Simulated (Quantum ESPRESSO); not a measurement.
# Voltage at the next charge: Zn(0001), 4 layers against an electrode

**Set-up.** Quantum ESPRESSO 7.5, PBEsol, GBRV ultrasoft; ESM with bc3, a metal electrode 4.99 Å above the top atoms; cell area 6.128 Å²; ions fixed. V is the potential energy of an electron at the electrode over the slab's Fermi level, divided by e, so that it equals the work function at zero charge; positive charge removes electrons.

| charge (e a cell) | V (V) |
| --- | --- |
| 0 | 3.958 |
| 0.0092 | 4.917 |
| 0.0184 | 5.889 |

**Question.** What is V at a charge of 0.0368 e, and what capacitance do the rows imply?

By hand: The last two rows give dV/dq = (5.889 − 4.917)/(0.0184 − 0.0092) = 105.7 V/e, so C = 1602/(6.128 × 105.7) = 2.47 µF/cm², an effective gap of 8.854/2.47 = 3.58 Å. At constant C, V = 5.889 + 105.7 × 0.0184 = 7.83 V.

**The withheld run.** V = 7.868 V; the estimate misses by −0.03 V, 1.8 % of the step. Over the three intervals C goes 2.51, 2.47 and 2.43 µF/cm²: it falls as electrons leave, the surface charge drawing back towards the atoms.

Caveats: Vacuum fills the gap; a dielectric or electrolyte would change C. The slab is thin.
